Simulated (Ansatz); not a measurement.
# ThBr4 (I4_1/amd): phonons and vibrational spectra, part 3 of 3

Wanted: phonon frequencies of ThBr4 (I4_1/amd) and what follows from them.

Ansatz 0.2.0; DFT PBEsol, scalar-relativistic, plane waves, PAW.

So far. Step 3 (Tight relaxation): The largest force component left is 0.47 meV/Å. The volume is held at 31.76 Å³/atom, so a pressure of -0.25 GPa remains at this level. Step 4 (Linear response at the zone centre): Before it was imposed, the acoustic sum rule was missed by 4.3e-5 eV/Å² and the charge sum rule by 0.041 e. The charge miss is large and points to the mesh or the basis. The lowest optical mode is real, 14.6 cm⁻¹.

### 5. Phonons on a q mesh

Stability and thermal properties need the whole zone. Linear response on a 2×2×2 q mesh gives force constants as far as a supercell of that size would, and the tensors from the zone-centre run are typed in so that the long-range dipole term is interpolated apart.

Contents of input.yaml:

```yaml
crystal:
  lattice:
    - [-4.4560615455, 4.4560615455, 3.9983844191]
    - [4.4560615455, -4.4560615455, 3.9983844191]
    - [4.4560615455, 4.4560615455, -3.9983844191]
  atoms:
    - { symbol: Th, position: [0.0, 0.0, 0.0] }
    - { symbol: Th, position: [0.75, 0.25, 0.5] }
    - { symbol: Br, position: [0.2413422061, 0.9265510438, 0.3147911624] }
    - { symbol: Br, position: [0.6765510438, 0.8617598814, 0.1852088376] }
    - { symbol: Br, position: [0.6117598814, 0.9265510438, 0.6852088376] }
    - { symbol: Br, position: [0.6765510438, 0.4913422061, 0.8147911624] }
    - { symbol: Br, position: [0.5086577939, 0.3234489562, 0.1852088376] }
    - { symbol: Br, position: [0.0734489562, 0.7586577939, 0.6852088376] }
    - { symbol: Br, position: [0.1382401186, 0.3234489562, 0.8147911624] }
    - { symbol: Br, position: [0.0734489562, 0.3882401186, 0.3147911624] }
kpoints:
  mp_grid: { grid: [4, 4, 4] }
hamiltonian:
  xc: pbesol
scf:
  occupations: { method: fixed }
output:
  eigenvalues: true
phonons:
  method: dfpt
  qmesh: [2, 2, 2]
  temperatures: { t_max: 400, t_step: 50 }
  qpath:
    path:
      - [[0.0, 0.0, 0.0], [0.0, 0.0, 0.5], [-0.5, 0.5, 0.5], [0.0, 0.0, 0.0], [0.45128283, 0.45128283, -0.45128283], [0.25, 0.25, 0.25], [0.0, 0.5, 0.0], [-0.45128283, 0.54871717, 0.45128283], [-0.5, 0.5, 0.5]]
      - [[0.0, 0.0, 0.5], [0.25, 0.25, 0.25]]
    npoints: 10
  non_analytic_term:
    high_frequency_dielectric_tensor: [[4.819, 0.0, 0.0], [0.0, 4.819, 0.0], [0.0, 0.0, 4.328]]
    born_effective_charges:
      - { species: Th, tensor: [[5.846, 0.0, 0.0], [0.0, 5.846, 0.0], [0.0, 0.0, 4.0536]] }
      - { species: Th, tensor: [[5.846, 0.0, 0.0], [0.0, 5.846, 0.0], [0.0, 0.0, 4.0536]] }
      - { species: Br, tensor: [[-0.4043, 0.0, 0.0], [0.0, -2.5187, -0.4609], [0.0, -0.5473, -1.0134]] }
      - { species: Br, tensor: [[-2.5187, 0.0, 0.4609], [0.0, -0.4043, 0.0], [0.5473, 0.0, -1.0134]] }
      - { species: Br, tensor: [[-0.4043, 0.0, 0.0], [0.0, -2.5187, 0.4609], [0.0, 0.5473, -1.0134]] }
      - { species: Br, tensor: [[-2.5187, 0.0, -0.4609], [0.0, -0.4043, 0.0], [-0.5473, 0.0, -1.0134]] }
      - { species: Br, tensor: [[-0.4043, 0.0, 0.0], [0.0, -2.5187, -0.4609], [0.0, -0.5473, -1.0134]] }
      - { species: Br, tensor: [[-2.5187, 0.0, -0.4609], [0.0, -0.4043, 0.0], [-0.5473, 0.0, -1.0134]] }
      - { species: Br, tensor: [[-0.4043, 0.0, 0.0], [0.0, -2.5187, 0.4609], [0.0, 0.5473, -1.0134]] }
      - { species: Br, tensor: [[-2.5187, 0.0, 0.4609], [0.0, -0.4043, 0.0], [0.5473, 0.0, -1.0134]] }
    source: "zone-centre run at this cell"
```

On the command line:

```sh
$ ansatz run input.yaml --threads 16 --pin off --max-ram 61440MiB --backend cuda --events-out ev --progress --plain --runs-dir out
```

Numbers of over 12 decimals in the logs are rounded to 6 here.

Output:

```text
Warning: phonons: the dynamical matrix that this run interpolates holds no multipole term above the dipole-dipole one, and a site of this crystal is no centre of inversion, so its interpolated transverse optical and acoustic branches and sound speeds can stay off near Gamma, and the density of states and the thermodynamics with them. What a run solves at a wave vector of phonons.qpoints, Gamma apart, where the deck admits one, is free of this, and under fd what a larger phonons.supercell samples
[...]
Crystal: 10 atoms, lattice volume = 317.575 Å³
Basis set: ecut = 420 eV, 6169 PW (Γ), exchange–correlation on 120×120×120 points (8 copies of the dense FFT grid, shifted against one another)
Bands: 50, of which v1, the nominal top of the filled ones, is band 40 counted from 1 (39 counted from 0)
Symmetry: 16 space group operations
k-points: 13 of 64
[...]
SCF iter   1: F=—  HF=-48021.237119 eV  |F-HF|=—  |Δ(HF+E_count)|=         —  Δρ=3.85e-3  dr2=2.73e-2  ethr=1.77e-3  ⟨swp⟩=5.8  Hψ=2556  notcnv=0  defer=57
[...]
SCF iter   6: F=—  HF=-48021.260105 eV  |F-HF|=—  |Δ(HF+E_count)|=   5.97e-4  Δρ=8.08e-6  dr2=2.82e-7  ethr=3.16e-9  ⟨swp⟩=2.0  Hψ=998  notcnv=0  defer=32
[...]
SCF iter   8: F=—  HF=-48021.260105 eV  |F-HF|=—  |Δ(HF+E_count)|=   8.88e-9  Δρ=3.31e-7  dr2=4.50e-10  ethr=1.39e-11  ⟨swp⟩=2.1  Hψ=1101  notcnv=0  defer=32
[...]
SCF iter  10: F=-48021.260105 eV  HF=-48021.260105 eV  |F-HF|=0.00e0  |Δ(HF+E_count)|=  7.28e-12  Δρ=1.32e-8  dr2=6.94e-13  ethr=1.00e-12  ⟨swp⟩=17.0  Hψ=4370  notcnv=0
SCF 1 converged in 10 iterations: F = -48021.260105 eV  dr2 = 6.94e-13
[...]
SCF converged after 10 iterations
Free energy (F): -48021.260105 eV
[...]
Internal energy: -48021.260105 eV  (E = F + TS)
E sigma→0 (E₀):  -48021.260105 eV
Fermi energy:    4.499048 eV
[...]
--- Band table (eV; the first three rows and the last of 13) ---
  k-point 0: bands = [... 36 lower, 4.0806, 4.0982, 4.0982, 4.4990, 7.4166, 7.5086, 7.5265, 7.6820, ... 6 higher]
  k-point 1: bands = [... 36 lower, 3.6639, 3.8837, 3.9439, 4.3757, 7.4240, 7.5389, 7.5504, 7.6185, ... 6 higher]
  k-point 2: bands = [... 36 lower, 3.5184, 3.5184, 4.1002, 4.1002, 7.5097, 7.5097, 7.5901, 7.5901, ... 6 higher]
  k-point 12: bands = [... 36 lower, 3.5650, 3.5650, 4.1556, 4.1556, 7.4945, 7.4945, 7.5472, 7.5472, ... 6 higher]
--- Phonons (Γ-DFPT): 5 representative perturbations + reference (Σ response iterations 23) ---
  ASR residual: 9.965e-6 → 0.000e0 eV/Å²; symmetrization residual: 1.360e-8 eV/Å²
  ASR residual per site (eV/Å²): 9.97e-6 9.97e-6 9.56e-6 9.56e-6 9.56e-6 9.56e-6 9.56e-6 9.56e-6 9.56e-6 9.56e-6
  Γ frequencies (cm⁻¹): 0.00 0.00 0.00 14.57 32.11 32.11 35.22 41.05 60.62 62.88 62.88 72.55 78.51 78.51 91.14 91.14 109.03 114.21 117.64 117.64 117.65 130.74 148.98 148.98 167.17 172.71 175.22 175.22 183.78 193.14
--- Phonons (arbitrary-q DFPT): 4 irreducible q on the 2×2×2 mesh ---
  q = [0.0000, 0.0000, 0.0000] (star 1, of the zone-centre solve; hermiticity 2.63e-9, symmetrization 2.64e-14): -0.00 -0.00 -0.00 14.57 32.11 32.11 35.22 41.05 60.62 62.88 62.88 72.55 78.51 78.51 91.14 91.14 109.03 114.21 117.64 117.64 117.65 130.74 148.98 148.98 167.17 172.71 175.22 175.22 183.78 193.14
  q = [0.0000, 0.0000, -0.5000] (star 2, 5 solved perturbations in 150 linear systems a pass and spin channel, the states on 18 of 64 k-point pairs; hermiticity 1.81e-9, symmetrization 3.97e-14): 33.85 33.85 36.32 36.32 37.77 37.77 42.25 42.25 61.63 61.63 75.92 75.92 88.21 88.21 98.74 98.74 104.85 104.85 112.72 112.72 126.35 126.35 148.46 148.46 167.48 167.48 180.09 180.09 202.35 202.35
[...]
sum rule: each row above includes the acoustic sum rule's correction from the zone centre's row sums; it moved no ω² by more than (0.18 cm⁻¹)²
  mesh force constants: q→R imaginary residual 1.67e-17; ASR residual 9.965e-6 → 0.000e0 eV/Å²; symmetrization residual 8.882e-15 eV/Å²
  interpolated dispersion: 93 rows × 30 modes
  density of states and harmonic sums: on the 12×12×10 q-mesh, interpolated from the force constants of a 2×2×2 supercell (with the dipole–dipole term of supplied tensors)
  largest difference from the sums on the solved wave vectors: F 3.06e-2 eV, S 1.08e-4 and C_V 3.16e-5 eV/K
  zero-point energy: 0.185440 eV/cell   skipped modes (ω ≤ 0): 5, of them read as no rigid motion or as one in doubt: 2 (4.167e-3 modes/cell left out, lowest -4.05 cm⁻¹)   left out of the sums: 2.08e-4 of the cell's modes: C_V's classical limit lies that fraction below 3 k_B per atom; for a crystal, a wire or a layer, F and S can be off by more, and a phonons.interpolated_qmesh denser along its periods is the remedy for the sampling
```

It took 11 s on 1 × NVIDIA GB200 with 16 threads of Arm Neoverse V2, shared host; peak memory 2.7 GiB; 74 s of CPU time.

Numbers from this step:

```yaml
sum_rule_residual_before_enforcement: 9.97e-6 eV/Å²
lowest_frequency_on_the_path: -4.447 cm⁻¹
highest_frequency_on_the_path_or_at_a_solved_wavevector: 202.4 cm⁻¹
mean_frequency: 99.7 cm⁻¹
debye_temperature_second_moment: 211 K
logarithmic_mean_frequency: 83.1 cm⁻¹
lowest_mode_on_the_q_mesh_acoustic_modes_at_gamma_apart: 14.57 cm⁻¹
zero_point_energy_per_atom: 18.54 meV
heat_capacity_at_300_k: 24.34 J/(mol atoms K)
vibrational_entropy_at_300_k: 48.19 J/(mol atoms K)
```

Frequencies (cm⁻¹) solved at each irreducible wavevector; negative means imaginary. Frequencies by wavevector, by row:

```csv
q in reciprocal lattice units,star,mode 1,mode 2,mode 3,mode 4,mode 28,mode 29,mode 30
0 0 0,1,0,0,0,14.6,175.2,183.8,193.1
0 0 -0.5,2,33.9,33.9,36.3,36.3,180.1,202.3,202.3
0 -0.5 0,4,16,22.4,33.4,35.7,184,189.9,195.2
-0.5 -0.5 -0.5,1,30,30,36.4,36.4,177.7,184.2,184.2
```

Interpolated from a 2×2×2 q mesh, with the LO-TO term (at Γ the limit along the path; where Γ stands inside the path, tables give the limit on arrival). Phonon branches along the path, in cm⁻¹:

```csv
point,branch 1,branch 2,branch 3,branch 4,branch 27,branch 28,branch 29,branch 30
Γ,0,0,0,15,175,184,193,200
halfway,19,25,32,34,177,181,199,202
X,34,34,36,36,180,180,202,202
halfway,36,36,39,39,179,179,195,195
M,30,30,36,36,178,178,184,184
halfway,25,29,30,34,177,179,195,202
Γ,0,0,0,15,175,184,193,200
halfway,-3,19,19,37,176,177,182,192
Z,30,30,31,41,176,179,183,186
halfway,21,35,35,40,176,184,192,192
P,24,24,40,40,189,189,192,192
halfway,19,29,35,35,179,190,191,193
N,16,22,33,36,176,184,190,195
halfway,20,28,39,40,176,183,184,193
Z1,30,30,31,41,176,179,183,186
halfway,30,30,34,39,177,178,184,185
M,30,30,36,36,178,178,184,184
jump to X,34,34,36,36,180,180,202,202
halfway,28,28,36,36,183,183,198,198
P,24,24,40,40,189,189,192,192
```

Tetrahedra on a 12×12×10 mesh, mean over bins of 2 cm-1. Interpolated from a 2×2×2 q mesh. Phonon density of states against wavenumber; read off at these points:

wavenumber (cm⁻¹), phonon density of states (1/cm⁻¹/cell) and a bar:
```
     -5.0      0.000 
      1.0      0.002 
      7.0      0.011 #
     11.0      0.024 ##
     17.0      0.072 #####
     23.0      0.094 #######
     29.0      0.183 ##############
     35.0      0.331 #########################
     39.0      0.340 ##########################
     41.0      0.366 ############################
     45.0      0.241 ##################
     51.0      0.203 ###############
     57.0      0.182 ##############
     63.0      0.230 #################
     69.0      0.094 #######
     73.0      0.059 ####
     79.0      0.097 #######
     83.0      0.295 ######################
     85.0      0.268 ####################
     91.0      0.117 #########
     97.0      0.135 ##########
    101.0      0.152 ###########
    107.0      0.194 ###############
    113.0      0.340 ##########################
    115.0      0.366 ############################
    119.0      0.062 #####
    125.0      0.238 ##################
    129.0      0.195 ###############
    135.0      0.006 
    141.0      0.000 
    147.0      0.118 #########
    149.0      0.398 ##############################
    153.0      0.097 #######
    159.0      0.058 ####
    163.0      0.088 #######
    169.0      0.147 ###########
    175.0      0.168 #############
    177.0      0.311 #######################
    181.0      0.206 ################
    187.0      0.091 #######
    191.0      0.102 ########
    197.0      0.156 ############
    203.0      0.003
```

The partial phonon density of states has structure finer than the step of the table below, so its rows give means over 5 cm⁻¹, whole bins alone (the curve runs from -13.7 to 218 cm⁻¹). Peaks (cm⁻¹: height): Br 40.3: 0.310, 62.2: 0.156, 92.9: 0.170, 111.9: 0.306, 129.4: 0.159, 148.4: 0.166, 177.6: 0.207; Th 34.5: 0.0538, 53.5: 0.0701, 84.1: 0.122, 125.0: 0.0372, 148.4: 0.0521, 176.1: 0.0374, 195.1: 0.0372.

Phonopy on the run's constants, 9x9x9 mesh, Gaussian sigma 2.0 cm-1. Interpolated from a 2×2×2 q mesh. The partial phonon density of states by wavenumber; means over each step; values in 1/cm⁻¹/cell:

```csv
wavenumber (cm⁻¹),Br,Th
-10,2.0e-5,0
-5,4.7e-4,4.7e-5
0,0.00206,3.2e-4
5,0.00646,0.00108
10,0.0199,0.00277
15,0.0456,0.00648
20,0.0693,0.0134
25,0.0936,0.0246
30,0.170,0.0403
35,0.271,0.0510
40,0.302,0.0424
45,0.234,0.0484
50,0.156,0.0620
55,0.122,0.0673
60,0.139,0.0523
65,0.127,0.0402
70,0.0567,0.0291
75,0.0283,0.0395
80,0.0626,0.0740
85,0.113,0.110
90,0.125,0.0431
95,0.157,0.0149
100,0.114,0.0120
105,0.119,0.00894
110,0.270,0.0214
115,0.267,0.0292
120,0.117,0.0199
125,0.136,0.0338
130,0.135,0.0259
135,0.0228,0.00464
140,0.00119,4.4e-4
145,0.0577,0.0185
150,0.130,0.0377
155,0.0834,0.0169
160,0.0709,0.00995
165,0.122,0.0115
170,0.128,0.0194
175,0.160,0.0336
180,0.175,0.0292
185,0.103,0.0199
190,0.0883,0.0214
195,0.123,0.0347
200,0.0680,0.0241
205,0.00894,0.00383
210,6.9e-5,3.0e-5
215,0,0
```

Harmonic thermodynamic functions per atom, from the density of states. Interpolated from a 2×2×2 q mesh. Thermodynamic functions, by row:

```csv
T (K),F_vib (meV/atom),S (J/mol-atom/K),C_V (J/mol-atom/K)
0,18.54,0,0
50,16.31,10.89,13.83
100,7.38,22.96,20.5
200,-25.18,38.44,23.64
300,-70.39,48.19,24.34
400,-124.1,55.23,24.6
```

Harmonic mean-square displacement, third of the trace. Interpolated from a 2×2×2 q mesh. Mean square displacements, by row:

```csv
T (K),Th1 U_eq (Å²),Th2 U_eq (Å²),Br3 U_eq (Å²),Br4 U_eq (Å²),Br5 U_eq (Å²),Br6 U_eq (Å²),Br7 U_eq (Å²),Br8 U_eq (Å²),Br9 U_eq (Å²),Br10 U_eq (Å²)
0,0.0011,0.0011,0.00325,0.00325,0.00325,0.00325,0.00325,0.00325,0.00325,0.00325
100,0.00383,0.00383,0.01545,0.01545,0.01545,0.01545,0.01545,0.01545,0.01545,0.01545
300,0.01106,0.01106,0.04506,0.04506,0.04506,0.04506,0.04506,0.04506,0.04506,0.04506
600,0.02202,0.02202,0.08988,0.08988,0.08988,0.08988,0.08988,0.08988,0.08988,0.08988
```

Symmetry leaves 4 wavevectors to solve. The lowest mode among them, the acoustic zeros apart, lies at Γ and is real, 14.6 cm⁻¹.

### 6. Summary of results

```json
{
  "space group after relaxation (within 0.01 Å)": "I4_1/amd",
  "volume per atom": "31.8 Å³",
  "gap on the k-mesh": "2.92 eV",
  "highest optical mode at the zone centre (no LO-TO term)": "193 cm⁻¹",
  "top of the zone-centre spectrum with the field": "200 cm⁻¹",
  "lowest optical zone-centre mode": "14.6 cm⁻¹",
  "mean high-frequency dielectric constant": "4.66",
  "mean static dielectric constant": "10.9",
  "largest Born charge (third of the trace)": "5.25 e",
  "lowest mode on the q mesh (acoustic modes at Γ apart)": "14.6 cm⁻¹",
  "highest frequency on the path or at a solved wavevector": "202 cm⁻¹",
  "zero-point energy per atom": "18.5 meV",
  "heat capacity at 300 K": "24.3 J/(mol atoms K)",
  "vibrational entropy at 300 K": "48.2 J/(mol atoms K)",
  "Debye temperature (second moment)": "211 K",
  "imaginary modes on the 2×2×2 q mesh": "none"
}
```

No mode is imaginary at the 4 irreducible wavevectors solved, but between them the interpolated path dips to 4.4i cm⁻¹, so stability is not settled. Without the field, the optical modes at Γ span 15 to 193 cm⁻¹. The highest mode in this list at Γ, 193.1 cm⁻¹, is mostly motion of Br (100 % of the kinetic energy). With the macroscopic field of the longitudinal modes the top of the zone-centre spectrum lies at 200 cm⁻¹, against 193 cm⁻¹ without it. Lattice motion raises the mean dielectric constant from 4.655 to 10.90. The strongest infrared line is at 149 cm⁻¹. The volume was held at that of the database entry and not relaxed, so the modes belong to a cell under -0.25 GPa at this level. The program warns that the interpolation holds no quadrupole term, so branches close to Γ can be off in this crystal. An optical mode within 15 cm⁻¹ of zero is at the mercy of small errors in the force constants, and even its sign is uncertain. Spin-orbit coupling is left out, which can matter for the heavy elements here. These are harmonic frequencies at zero temperature: anharmonic shifts, linewidths and thermal expansion are left out.

[Logs are printed without paths, hosts, clocks, repeated set-up lines and the standing remarks that a program may print on its own settings, such as how far it seeks lower states.]

[Hosts, paths, dates, database ids (printed as entryN), source tags and the programs' standing remarks are cut or masked in the printed files.]
